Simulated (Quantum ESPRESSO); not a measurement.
# Voltage at the next charge: W(100), 5 layers against an electrode

**Set-up.** Quantum ESPRESSO 7.5, PBE, GBRV ultrasoft; ESM with bc3, a metal electrode 7.04 Å above the top atoms; cell area 9.986 Å²; ions fixed. V is the potential energy of an electron at the electrode over the slab's Fermi level, divided by e, so that it equals the work function at zero charge; positive charge removes electrons.

```tsv
charge (e a cell)	V (V)
0	4.134
0.015	5.482
0.03	6.851
```

To predict: What is V at a charge of 0.0599 e, and what capacitance do the rows imply?

**Fit.** The last two rows give dV/dq = (6.851 − 5.482)/(0.03 − 0.015) = 91.3 V/e, so C = 1602/(9.986 × 91.3) = 1.76 µF/cm², an effective gap of 8.854/1.76 = 5.04 Å. At constant C, V = 6.851 + 91.3 × 0.0299 = 9.58 V.

**Check.** V = 9.633 V; the estimate misses by −0.05 V, 1.9 % of the step. Over the three intervals C goes 1.79, 1.76 and 1.72 µF/cm²: it falls as electrons leave, the surface charge drawing back towards the atoms.

**Limits.** Vacuum fills the gap; a dielectric or electrolyte would change C. The slab is thin.

[Logs are printed without paths, hosts, clocks, repeated set-up lines and the standing remarks that a program may print on its own settings, such as how far it seeks lower states.]
